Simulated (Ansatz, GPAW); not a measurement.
# STM contrast on a 5-layer slab of Sr(110), part 2 of 3

Aim: Tersoff-Hamann images of a 5-layer slab of Sr(110) at several biases.

GPAW 26.7.0 and Ansatz 0.2.0; GPAW, PAW setups; slab in vacuum (the session's first sound run).

So far, upper work function (eV): step 2 (relaxation) 2.61.

## 3. The slab's potential

With the geometry fixed, the planar mean of the potential gives the vacuum level on each side.

run.py reads:

```python
import json
import numpy as np
from ase import Atoms
from ase.dft.stm import STM
from gpaw import GPAW, PW

slab = Atoms(
    ['Sr', 'Sr', 'Sr', 'Sr', 'Sr'],
    positions=[
        [0.00000, 0.00000, 9.00000],
        [3.04000, 2.14960, 11.14960],
        [0.00000, 0.00000, 13.29566],
        [3.04000, 2.14960, 15.42250],
        [0.00000, 0.00000, 17.48392]],
    cell=[[6.08, 0.0, 0.0], [0.0, 4.29921, 0.0], [0.0, 0.0, 26.59842]],
    pbc=[True, True, False])

slab.calc = GPAW(mode=PW(400), xc='PBE', kpts={'size': (5, 7, 1), 'gamma': True},
                 occupations={'name': 'fermi-dirac', 'width': 0.1}, nbands='160%',
                 convergence={'density': 1e-05}, maxiter=200,
                 poissonsolver={'dipolelayer': 'xy'},
                 symmetry={'tolerance': 1e-3}, txt='slab.txt')
result = {}
energy = slab.get_potential_energy()
fermi = slab.calc.get_fermi_level()
v = slab.calc.get_electrostatic_potential().mean((0, 1)) - fermi
n = slab.calc.get_pseudo_density().mean((0, 1))
L = slab.cell[2, 2]
z = np.arange(len(v)) * L / len(v)
low, high = slab.positions[:, 2].min(), slab.positions[:, 2].max()
below, above = np.interp([low - 6.8, high + 6.8], z, v)
slopes = [np.interp(x, z, np.gradient(v, z)) for x in (low - 6.8, high + 6.8)]
eps = np.array([[slab.calc.get_eigenvalues(k, s) for k in range(len(slab.calc.get_ibz_k_points()))]
                for s in range(slab.calc.get_number_of_spins())]) - fermi
top, bottom = eps[eps < 0].max(), eps[eps > 0].min()
dipole = slab.get_dipole_moment()[2]
print(f'energy {energy:.4f} eV, Fermi level {fermi:.4f} eV, dipole {dipole:.5f} e A')
print(f'potential 6.8 A off the faces, from the Fermi level: lower {below:.4f} eV, upper {above:.4f} eV')
print(f'slope of the potential there: lower {slopes[0]:.5f}, upper {slopes[1]:.5f} eV/A')
print(f'nearest levels on the mesh: {top:.4f} and {bottom:.4f} eV')
print('magnetic moment', round(slab.get_magnetic_moment(), 3))
result.update(energy=energy, fermi=fermi, dipole=dipole, below=below, above=above, slopes=slopes, edges=[top, bottom],
              z=z.tolist(), v=v.tolist(), n=n.tolist(), positions=slab.positions.tolist(),
              forces=slab.get_forces(apply_constraint=False).tolist(), moments=slab.get_magnetic_moments().tolist())

# Images need the states of the whole zone, up to time reversal
slab.calc = slab.calc.fixed_density(symmetry={'point_group': False}, txt='states.txt',
                                    convergence={'bands': 'CBM+0.8'})
stm = STM(slab)
result['stm'] = []
for bias in [-0.5, 0.5]:
    height = high + 3.5
    current = stm.get_averaged_current(bias, height)
    x, y, h = stm.scan(bias, current)
    i, f = divmod(height / L * stm.ldos.shape[2], 1)
    I = abs((1 - f) * stm.ldos[:, :, int(i)] + f * stm.ldos[:, :, int(i) + 1])
    print(f'bias {bias} V: mean current at 3.5 A {current:.4e}, corrugation {np.ptp(h):.4f} A')
    result['stm'].append(dict(bias=bias, current=current, h=(h - high).tolist(), I=I.tolist()))
json.dump(result, open('result.json', 'w'))
```

Command:

```bash
$ OMP_NUM_THREADS=1 OPENBLAS_NUM_THREADS=1 python run.py
```

It took 7 min on 1 thread of Intel Xeon Platinum 8259CL at 2.50GHz (Skylake/Cascade Lake), shared host; peak memory 0.64 GiB.

This step gave:

* dipole along the normal: -9.11e-4 e·Å
* levels nearest the Fermi level on the mesh: -0.02589, 0.009598 eV from the Fermi level
* corrugation -0.5: 0.5965 Å
* corrugation 0.5: 0.2062 Å

The electrostatic potential energy of an electron (without an applied field's), less the Fermi level, planar mean oscillates, so the rows of the table below give means over windows of 2.13 Å about each position, cut where the curve ends. Its maxima inside the range that stand out by 2 % of the span (Å: eV): 10.1: -0.957, 12.2: -0.831, 14.4: -0.874, 16.4: -1.29. Its minima: 9.0: -7.07, 11.2: -6.77, 13.3: -6.86, 15.4: -6.81, 17.4: -7.12.

Table of electrostatic potential energy of an electron (without an applied field's), less the Fermi level, planar mean by z; means over each step:

z (Å), electrostatic potential energy of an electron (without an applied field's), less the Fermi level, planar mean (eV) and a bar from the least value:
```
     1.06       2.60 ##############################
     3.19       2.60 ##############################
     5.32       2.55 ##############################
     7.46       0.98 ######################
     9.58      -3.58 #
    11.71      -3.39 #
    13.84      -3.46 #
    15.97      -3.70 
    18.11      -2.48 ######
    20.23       2.38 #############################
    22.36       2.60 ##############################
    24.50       2.61 ##############################
```

The pseudo valence density, planar mean oscillates, so the rows of the table below give means over windows of 2.13 Å about each position, cut where the curve ends. Its maxima inside the range that stand out by 2 % of the span (Å: e/Å³): 8.9: 0.299, 11.1: 0.305, 13.2: 0.301, 15.3: 0.303, 17.4: 0.303. Its minima: 10.0: 0.0767, 12.1: 0.0781, 14.3: 0.0809, 16.4: 0.0869.

The pseudo valence density, planar mean by z; means over each step:

z (Å), pseudo valence density, planar mean (e/Å³) and a bar:
```
     3.19      0.000 
     5.32      0.001 
     7.46      0.034 ######
     9.58      0.175 ############################
    11.71      0.179 #############################
    13.84      0.180 #############################
    15.97      0.186 ##############################
    18.11      0.141 #######################
    20.23      0.003 #
    22.36      0.000 
    24.50      0.000
```

Tip height over the top atom over a1 and a2. Sample bias -0.5 V, constant current at the mean current 3.5 Å over the top atom.

Values in Å, 12 rows by 16 columns, each cell a mean:
```
3.72 3.70 3.65 3.58 3.50 3.41 3.33 3.28 3.26 3.30 3.36 3.45 3.54 3.61 3.68 3.71
3.71 3.69 3.64 3.57 3.49 3.39 3.31 3.26 3.24 3.28 3.35 3.44 3.53 3.60 3.67 3.70
3.70 3.68 3.62 3.55 3.47 3.37 3.29 3.23 3.21 3.25 3.32 3.41 3.51 3.59 3.65 3.69
3.68 3.66 3.61 3.53 3.44 3.34 3.25 3.19 3.17 3.21 3.29 3.39 3.49 3.57 3.63 3.67
3.67 3.65 3.59 3.52 3.43 3.32 3.23 3.16 3.14 3.19 3.27 3.37 3.47 3.56 3.62 3.66
3.67 3.64 3.59 3.51 3.42 3.31 3.21 3.14 3.13 3.17 3.26 3.36 3.47 3.55 3.62 3.66
3.67 3.65 3.59 3.52 3.42 3.32 3.22 3.15 3.14 3.18 3.26 3.36 3.47 3.55 3.62 3.66
3.68 3.66 3.60 3.53 3.43 3.33 3.24 3.18 3.16 3.20 3.28 3.38 3.48 3.56 3.63 3.67
3.69 3.67 3.62 3.54 3.46 3.36 3.27 3.21 3.19 3.24 3.31 3.40 3.50 3.58 3.65 3.68
3.71 3.68 3.63 3.56 3.48 3.38 3.30 3.25 3.23 3.27 3.34 3.43 3.52 3.60 3.66 3.70
3.71 3.69 3.65 3.57 3.49 3.40 3.32 3.27 3.26 3.29 3.36 3.45 3.53 3.61 3.67 3.71
3.72 3.70 3.65 3.58 3.50 3.41 3.33 3.28 3.27 3.30 3.37 3.46 3.54 3.62 3.68 3.71
```
Columns: a1 from 0 to 0.967; rows upwards: a2 from 0 to 0.95.

Local density of states summed over the bias window over a1 and a2. Sample bias -0.5 V, constant height 3.5 Å over the top atom.

Ten even steps from '_' (0.81 × 1e-4 arbitrary) to '@' (1.94 × 1e-4 arbitrary):
```
@@@@@@%%%%##**++==----::..............::----==++**##%%%%@@@@
@@@@@@%%%%##**++==--::::..............::::--==++**##%%%%@@@@
@@@@@@%%%%##**++==--::::..............::::--==++**##%%%%@@@@
@@@@@@%%##****++==--::::....______....::::--==++****##%%@@@@
@@@@%%%%##**++==----::....__________....::----==++**##%%%%@@
@@%%%%%%##**++==--::::....__________....::::--==++**##%%%%%%
%%%%%%####**++==--::::..______________..::::--==++**####%%%%
%%%%%%##****++==--::....______________....::--==++****##%%%%
%%%%%%##****++==--::....______________....::--==++****##%%%%
%%%%%%##**++++==--::....______________....::--==++++**##%%%%
%%%%%%##****++==--::....______________....::--==++****##%%%%
%%%%%%##****++==--::....______________....::--==++****##%%%%
%%%%%%####**++==--::::..______________..::::--==++**####%%%%
@@%%%%%%##**++==--::::....__________....::::--==++**##%%%%%%
@@@@%%%%##**++==----::....__________....::----==++**##%%%%@@
@@@@@@%%##****++==--::::....______....::::--==++****##%%@@@@
@@@@@@%%%%##**++==--::::..............::::--==++**##%%%%@@@@
@@@@@@%%%%##**++==--::::..............::::--==++**##%%%%@@@@
@@@@@@%%%%##**++==----::..............::----==++**##%%%%@@@@
@@@@@@@@%%##**++==----::..............::----==++**##%%@@@@@@
```
Columns: a1 from 0 to 0.967; rows upwards: a2 from 0 to 0.95.

Tip height over the top atom over a1 and a2. Sample bias 0.5 V, constant current at the mean current 3.5 Å over the top atom.

Ten even steps from '0' (3.42 Å) to '9' (3.62 Å):
```
112222222111000000011122222221
222233222211000000011222233222
333333332221100000112223333333
555544443221100000112234444555
666655544322110001122344555666
777766554332110001123345566777
888777655432211011223455677788
999887665432211111223456678899
999987765433211111233456778999
999987765433211111233456778999
999987765433211111233456778999
999887665432211111223456678899
888777655432211011223455677788
777766554332110001123345566777
666655544322110001122344555666
555544443221100000112234444555
333333332221100000112223333333
222233222211000000011222233222
112222222111000000011122222221
111122222111000000011122222111
```
Columns: a1 from 0 to 0.967; rows upwards: a2 from 0 to 0.95.

Local density of states summed over the bias window over a1 and a2. Sample bias 0.5 V, constant height 3.5 Å over the top atom.

Ten even steps from '_' (2.66 × 1e-4 arbitrary) to '@' (3.62 × 1e-4 arbitrary):
```
......................__________________....................
::::::::::::::::......__________________......::::::::::::::
------------::::::......______________......::::::----------
==========------::::....______________....::::------========
++++++++++====----::::....__________....::::----====++++++++
######****++++==----::....__________....::----==++++****####
%%%%%%####**++++==--::::....______....::::--==++++**####%%%%
@@@@%%%%####**++==----::....______....::----==++**####%%%%@@
@@@@@@%%%%##**++====--::....______....::--====++**##%%%%@@@@
@@@@@@@@%%##**++++==--::......__......::--==++++**##%%@@@@@@
@@@@@@%%%%##**++====--::....______....::--====++**##%%%%@@@@
@@@@%%%%####**++==----::....______....::----==++**####%%%%@@
%%%%%%####**++++==--::::....______....::::--==++++**####%%%%
######****++++==----::....__________....::----==++++****####
++++++++++====----::::....__________....::::----====++++++++
==========------::::....______________....::::------========
------------::::::......______________......::::::----------
::::::::::::::::......__________________......::::::::::::::
......................__________________....................
......................__________________....................
```
Columns: a1 from 0 to 0.967; rows upwards: a2 from 0 to 0.95.

Force by atom:

```
atom  x (eV/Å)  y (eV/Å)  z (eV/Å)    size
 Sr1    0.0000    0.0000    0.0583  0.0583
 Sr2    0.0000    0.0000   -0.0011  0.0011
 Sr3    0.0000    0.0000   -0.0456  0.0456
 Sr4    0.0000    0.0000   -0.0363  0.0363
 Sr5    0.0000    0.0000    0.0247  0.0247
```

The potential is flat to 1.5e-4 eV/Å where it is read, so the vacuum is wide enough.

[end of part 2 of 3]

[Logs are printed without paths, hosts, clocks, repeated set-up lines and the standing remarks that a program may print on its own settings, such as how far it seeks lower states.]

[Hosts, paths, dates, database ids (printed as entryN), source tags and the programs' standing remarks are cut or masked in the printed files.]
